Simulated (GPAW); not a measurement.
The S K edge of atom 2 in LaS (Fm-3m), with 6 La at 2.93 Å (octahedral, site symmetry m-3m), was computed in 3 ways: excited-electron core hole (neutral cell), half core hole and no core hole. Program and functional: GPAW, LDA, without spin-orbit coupling, Gaussian full width 0.9 eV up to 4 eV, rising linearly to 3.5 eV at 25 eV; cells of 2 and 8 atoms (the run without a hole in the smaller).

Each run is counted from its own lowest empty level or Fermi level and scaled to a mean of 1 over its first 20 eV.

```csv
E (eV),run 1,run 2,run 3
-2.0,0.00,0.00,0.00
-1.0,0.00,0.00,0.00
0.0,0.23,0.10,0.30
1.0,0.39,0.78,0.41
2.0,0.75,2.68,1.20
3.0,2.09,1.37,2.57
4.0,1.63,1.61,1.04
5.0,1.03,1.12,1.54
6.0,1.30,1.31,1.40
7.0,1.81,0.90,1.53
8.0,1.56,0.75,1.02
9.0,1.01,0.81,0.79
10.0,0.77,0.68,0.75
11.0,0.65,0.78,0.68
12.0,0.82,0.91,0.83
13.0,0.85,0.87,0.87
14.0,0.78,0.71,0.80
15.0,0.77,0.74,0.77
16.0,0.84,0.81,0.82
17.0,0.82,0.82,0.79
18.0,0.77,0.87,0.78
19.0,0.74,0.91,0.81
20.0,0.76,0.92,0.85
21.0,0.80,0.94,0.89
22.0,0.86,1.06,0.94
23.0,1.00,1.26,1.08
24.0,1.19,1.38,1.27
25.0,1.34,1.31,1.39
26.0,1.35,1.10,1.31
27.0,1.22,0.91,1.10
```

Question: Which run is which?

Run 1: no core hole (area from −2 to 6 eV 6.7, main maxima 3.1 eV (2.10), 6.9 eV (1.81), 12.6 eV (0.86) and 16.3 eV (0.84)). Run 2: excited-electron core hole (neutral cell) (area from −2 to 6 eV 8.3, main maxima 2.2 eV (2.90), 4.3 eV (1.78), 6.0 eV (1.31) and 12.4 eV (0.92)). Run 3: half core hole (area from −2 to 6 eV 7.6, main maxima 2.9 eV (2.60), 5.0 eV (1.54), 6.6 eV (1.68) and 13.0 eV (0.87)). With each curve scaled to its own mean, the area from −2 to 6 eV with the hole is 8.3 against 6.7, and the centre of weight from −1 to 20 eV moves by -0.2 eV: the hole pulls the absorber's empty states down.

[Banner, clock and machine lines of the logs are left out without a mark of their own.]

[Logs are printed without paths, hosts, clocks, repeated set-up lines and the standing remarks that a program may print on its own settings, such as how far it seeks lower states.]

[Hosts, paths, dates, database ids (printed as entryN), source tags and the programs' standing remarks are cut or masked in the printed files.]

[Lists of maxima count a maximum above −3 eV only where it reaches 4 % of the highest in the window and stands out from its surroundings by 2 % of it (1.5 % where it reaches 55 %); shoulders and weaker maxima are passed over, and of the rest the first, up to two pre-edge ones and the few strongest are named.]
